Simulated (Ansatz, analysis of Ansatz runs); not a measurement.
# MnGeO3 (R-3): a line between two Mn sites for an added hole

Question: does an added hole stay on the Mn atom where it is started in MnGeO3 (R-3), and if so, how high is the barrier for a hop to another Mn site nearby? Model: a cell of 80 host atoms.

Program: Ansatz 0.2.0. Level of theory: plane-wave PAW DFT, PBEsol+U; relaxation of all atoms of a supercell at fixed charge in a uniform background; PAW set soft_1. Results are calculated unless marked as measured.

## Step 1: The starting structure

The cell holds 80 atoms: 16 Mn, 16 Ge and 48 O. Its edges and angles: a = 11.229 Å, b = 11.229 Å, c = 11.229 Å, α = 53.3°, β = 53.3°, γ = 53.3°. It derives from MnGeO3 (space group R-3). Nearest the centre at fractional (0.068, 0.068, 0.318): O45 at 1.08 Å, Mn2 at 1.71 Å, O9 at 2.05 Å, Ge64 at 2.33 Å, O26 at 2.39 Å, O27 at 2.49 Å, Mn21 at 2.52 Å, Mn41 at 2.52 Å.

Hubbard terms: Mn d 4.5 eV. They were chosen, not fitted, to curb self-interaction in the shells named, the trial site's among them. The two sites are Mn21 and Mn41. The cell's shortest repeat is 10.1 Å. The host's moments were started antiferromagnetic in the unit cell, high spin; both sites carry the same spin direction.

## Step 2: The cell without the carrier

The neutral cell is relaxed first, from small random displacements, so that bond lengths and moments with the carrier can be set beside those of a relaxed cell without it.

neutral.relax/input.yaml reads:

```yaml
crystal:
  lattice:
    - [5.0401609, 2.90993825, 9.60331119]
    - [-5.0401609, 2.90993825, 9.60331119]
    - [0.0, -5.81987651, 9.60331119]
  atoms:
    - { symbol: Mn, position: [0.317766, 0.317766, 0.317766], spin: 5.0 }
    - { symbol: Mn, position: [0.182234, 0.182234, 0.182234], spin: -5.0 }
    - { symbol: Ge, position: [0.07862, 0.07862, 0.07862] }
    - { symbol: Ge, position: [0.42138, 0.42138, 0.42138] }
    - { symbol: O, position: [0.478776, 0.10234, 0.280387] }
    - { symbol: O, position: [0.280387, 0.478776, 0.10234] }
    - { symbol: O, position: [0.10234, 0.280387, 0.478776] }
    - { symbol: O, position: [0.021224, 0.39766, 0.219613] }
    - { symbol: O, position: [0.219613, 0.021224, 0.39766] }
    - { symbol: O, position: [0.39766, 0.219613, 0.021224] }
    - { symbol: Mn, position: [0.317766, 0.317766, 0.817766], spin: 5.0 }
    - { symbol: Mn, position: [0.182234, 0.182234, 0.682234], spin: -5.0 }
    - { symbol: Ge, position: [0.07862, 0.07862, 0.57862] }
    - { symbol: Ge, position: [0.42138, 0.42138, 0.92138] }
    - { symbol: O, position: [0.478776, 0.10234, 0.780387] }
    - { symbol: O, position: [0.280387, 0.478776, 0.60234] }
    - { symbol: O, position: [0.10234, 0.280387, 0.978776] }
    - { symbol: O, position: [0.021224, 0.39766, 0.719613] }
    - { symbol: O, position: [0.219613, 0.021224, 0.89766] }
    - { symbol: O, position: [0.39766, 0.219613, 0.521224] }
    - { symbol: Mn, position: [0.317766, 0.817766, 0.317766], spin: 5.0 }
    - { symbol: Mn, position: [0.182234, 0.682234, 0.182234], spin: -5.0 }
    - { symbol: Ge, position: [0.07862, 0.57862, 0.07862] }
    - { symbol: Ge, position: [0.42138, 0.92138, 0.42138] }
    - { symbol: O, position: [0.478776, 0.60234, 0.280387] }
    - { symbol: O, position: [0.280387, 0.978776, 0.10234] }
    - { symbol: O, position: [0.10234, 0.780387, 0.478776] }
    - { symbol: O, position: [0.021224, 0.89766, 0.219613] }
    - { symbol: O, position: [0.219613, 0.521224, 0.39766] }
    - { symbol: O, position: [0.39766, 0.719613, 0.021224] }
    - { symbol: Mn, position: [0.317766, 0.817766, 0.817766], spin: 5.0 }
    - { symbol: Mn, position: [0.182234, 0.682234, 0.682234], spin: -5.0 }
    - { symbol: Ge, position: [0.07862, 0.57862, 0.57862] }
    - { symbol: Ge, position: [0.42138, 0.92138, 0.92138] }
    - { symbol: O, position: [0.478776, 0.60234, 0.780387] }
    - { symbol: O, position: [0.280387, 0.978776, 0.60234] }
    - { symbol: O, position: [0.10234, 0.780387, 0.978776] }
    - { symbol: O, position: [0.021224, 0.89766, 0.719613] }
    - { symbol: O, position: [0.219613, 0.521224, 0.89766] }
    - { symbol: O, position: [0.39766, 0.719613, 0.521224] }
    - { symbol: Mn, position: [0.817766, 0.317766, 0.317766], spin: 5.0 }
    - { symbol: Mn, position: [0.682234, 0.182234, 0.182234], spin: -5.0 }
    - { symbol: Ge, position: [0.57862, 0.07862, 0.07862] }
    - { symbol: Ge, position: [0.92138, 0.42138, 0.42138] }
    - { symbol: O, position: [0.978776, 0.10234, 0.280387] }
    - { symbol: O, position: [0.780387, 0.478776, 0.10234] }
    - { symbol: O, position: [0.60234, 0.280387, 0.478776] }
    - { symbol: O, position: [0.521224, 0.39766, 0.219613] }
    - { symbol: O, position: [0.719613, 0.021224, 0.39766] }
    - { symbol: O, position: [0.89766, 0.219613, 0.021224] }
    - { symbol: Mn, position: [0.817766, 0.317766, 0.817766], spin: 5.0 }
    - { symbol: Mn, position: [0.682234, 0.182234, 0.682234], spin: -5.0 }
    - { symbol: Ge, position: [0.57862, 0.07862, 0.57862] }
    - { symbol: Ge, position: [0.92138, 0.42138, 0.92138] }
    - { symbol: O, position: [0.978776, 0.10234, 0.780387] }
    - { symbol: O, position: [0.780387, 0.478776, 0.60234] }
    - { symbol: O, position: [0.60234, 0.280387, 0.978776] }
    - { symbol: O, position: [0.521224, 0.39766, 0.719613] }
    - { symbol: O, position: [0.719613, 0.021224, 0.89766] }
    - { symbol: O, position: [0.89766, 0.219613, 0.521224] }
    - { symbol: Mn, position: [0.817766, 0.817766, 0.317766], spin: 5.0 }
    - { symbol: Mn, position: [0.682234, 0.682234, 0.182234], spin: -5.0 }
    - { symbol: Ge, position: [0.57862, 0.57862, 0.07862] }
    - { symbol: Ge, position: [0.92138, 0.92138, 0.42138] }
    - { symbol: O, position: [0.978776, 0.60234, 0.280387] }
    - { symbol: O, position: [0.780387, 0.978776, 0.10234] }
    - { symbol: O, position: [0.60234, 0.780387, 0.478776] }
    - { symbol: O, position: [0.521224, 0.89766, 0.219613] }
    - { symbol: O, position: [0.719613, 0.521224, 0.39766] }
    - { symbol: O, position: [0.89766, 0.719613, 0.021224] }
    - { symbol: Mn, position: [0.817766, 0.817766, 0.817766], spin: 5.0 }
    - { symbol: Mn, position: [0.682234, 0.682234, 0.682234], spin: -5.0 }
    - { symbol: Ge, position: [0.57862, 0.57862, 0.57862] }
    - { symbol: Ge, position: [0.92138, 0.92138, 0.92138] }
    - { symbol: O, position: [0.978776, 0.60234, 0.780387] }
    - { symbol: O, position: [0.780387, 0.978776, 0.60234] }
    - { symbol: O, position: [0.60234, 0.780387, 0.978776] }
    - { symbol: O, position: [0.521224, 0.89766, 0.719613] }
    - { symbol: O, position: [0.719613, 0.521224, 0.89766] }
    - { symbol: O, position: [0.89766, 0.719613, 0.521224] }
basis:
  ecutwfc: 420
  xc_grid: 2
hamiltonian:
  xc: pbesol
  hubbard:
    sites: [{ species: Mn, l: d, u_eff: 4.5 }]
    projectors: ortho-atomic
  pseudopotentials: { kind: paw, azcp: { folder: soft_1 }, xc_functional: pbe }
kpoints:
  mp_grid: { grid: [1, 1, 1] }
magnetization:
  spin_polarized: true
  initial_magnetization: 0
  spin_locking: { lock_magnetization: hard }
scf:
  occupations: { method: fermi_dirac, width: 0.01 }
  max_iter: 120
  lower_state_search: "off"
output:
  forces: true
relax:
  f_tol: 0.02
  max_steps: 70
  random_displacement: { amplitude: 0.04, seed: 8947 }
checkpoint:
  write: "../neutral.relax.run"
  compress: false
  write_wavefunctions: true
  write_every: 100000
```

Command:

```
$ ansatz run input.yaml --threads 32 --pin off --max-ram 84787MiB --backend cuda --events-out ev --progress --plain --runs-dir out --max-vram 78GiB
```

Numbers of over 12 decimals in the logs are rounded to 6 here.

Log:

```text
[... repeated set-up lines and file paths are left out, and long positions are rounded to six places ...]
Engine: ansatz 0.2.0, aarch64-unknown-linux-gnu
Pseudopotentials: kind: paw
Pseudopotential: Mn, paw, valence charge 15, recommended cutoff 420 eV (normal), soft_1/Mn.paw.azcp
Pseudopotential: Ge, paw, valence charge 14, recommended cutoff 420 eV (normal), soft_1/Ge.paw.azcp
Pseudopotential: O, paw, valence charge 6, recommended cutoff 420 eV (normal), soft_1/O.paw.azcp
Functional definition: PBEsol
  exchange = pbesol_x
  correlation = pbesol_c
[...]
Crystal: 80 atoms, lattice volume = 845.085 Å³
Basis set: ecut = 420 eV, 16545 PW (Γ), exchange–correlation on 160×160×160 points (8 copies of the dense FFT grid, shifted against one another)
Bands: 456, of which v1, the nominal top of the filled ones, is band 376 counted from 1 (375 counted from 0)
Symmetry: 1 space group operations
k-points: 1
Non-local potential: Mn, projectors of the file, l = 0: 3, l = 1: 2, l = 2: 3, l = 3: 1
Non-local potential: Ge, projectors of the file, l = 0: 2, l = 1: 2, l = 2: 3, l = 3: 1
Non-local potential: O, projectors of the file, l = 0: 2, l = 1: 2, l = 2: 1
PAW form: soft (Blöchl's): semilocal exchange-correlation on the pseudo side does not see the compensation charge
PAW frozen core: Mn, regenerated for the run's functional, and the local potential with it (the file was generated under x = pbe(κ = 0.804, μ = 0.219515), c = pbe(β = 0.066725))
[...]
--- Per-component energies (eV) ---
  E_band       = -6398.760600
  E_kinetic    = 14596.769094
  E_local      = -84021.697731  (includes V_loc(G=0)·N_el)
  E_nonlocal   = 13723.101154
  E_hartree    = 34876.137553
  E_xc         = -6195.434389
  E_vxc        = -7540.483056  (∫ρ·V_xc dr)
  E_hubbard    = 9.506566  (on-site DFT+U / exact-exchange correction)
  E_vhub       = -169.040426  (the Hubbard potential's part of the band-sum identity)
  E_paw        = -60118.020251  (= ΣΔE_a)
  E_vpaw       = -12739.721924  (= ΣTr[D̂ρ^β])
  E_aug_tail   = 0.038593  (compensation charges beyond the density's cutoff)
  E_ewald      = -69757.248180
  E_core_change = 19.095234  (= ΣΔE_core)
  E_smearing   = -0.000000  (= −TS)
  E_closure    = 0.000000  (closes the sum)
  Σ components = -156867.752357   (vs F -156867.752357, Δ=0.00e0)
--- Forces (eV/Å), atoms counted from 1 ---
  atom   1  Mn     0.00320660    -0.00426376    -0.00520006
  atom   2  Mn    -0.00122749    -0.00092186    -0.00477256
  atom   3  Ge     0.00711143     0.00574117     0.00715219
  [... 3 atoms left out ...]
  [... 74 more lines of this table ...]
  max |Σ_I F_I| component: 1.76e-4 eV/Å
--- Band table (eV) ---
  k-point 0 ↑: bands = ["-70.0054", "-70.0051", "-70.0049", "-70.0040", "-70.0034", "-70.0021", "-70.0019", "-70.0019", "-65.0304", [... rest cut ...]
  k-point 0 ↓: bands = ["-70.0069", "-70.0063", "-70.0060", "-70.0056", "-70.0049", "-70.0044", "-70.0037", "-70.0030", "-65.0285", [... rest cut ...]
Occupation matrices written to <dir>
--- Relaxed structure (4 steps of the walk, 4 accepted, 0 SCFs on fresh bases) ---
  F+E_penalty+E_count = -156867.75235685 eV   max|allowed force component| = 1.349e-2 eV/Å
  atoms:
    - { symbol: Mn, position: [0.317735, 0.318279, 0.317214] }
    - { symbol: Mn, position: [0.182595, 0.182866, 0.181953] }
    - { symbol: Ge, position: [0.078740, 0.079104, 0.078356] }
    [... 3 atoms left out ...]
  [... 74 more lines of this table ...]
[key lines of the parts left out:]
SCF converged after 4 iterations
Magnetization: 0.0000 μB (376.0000 up, 376.0000 down)
Free energy (F): -156867.752357 eV
Fermi energy:    10.861084 (↑ 10.861577, ↓ 10.860555) eV
```

It took 4.6 s on 1 × NVIDIA GB200 with 32 threads of Arm Neoverse V2, shared host; peak memory 1.7 GiB; 20 s of CPU time.

The largest displacement from an ideal site is 0.006 Å.

[end of part 1 of 3]

[Logs are printed without paths, hosts, clocks, repeated set-up lines and the standing remarks that a program may print on its own settings, such as how far it seeks lower states.]

[Hosts, paths, dates, database ids (printed as entryN), source tags and the programs' standing remarks are cut or masked in the printed files.]
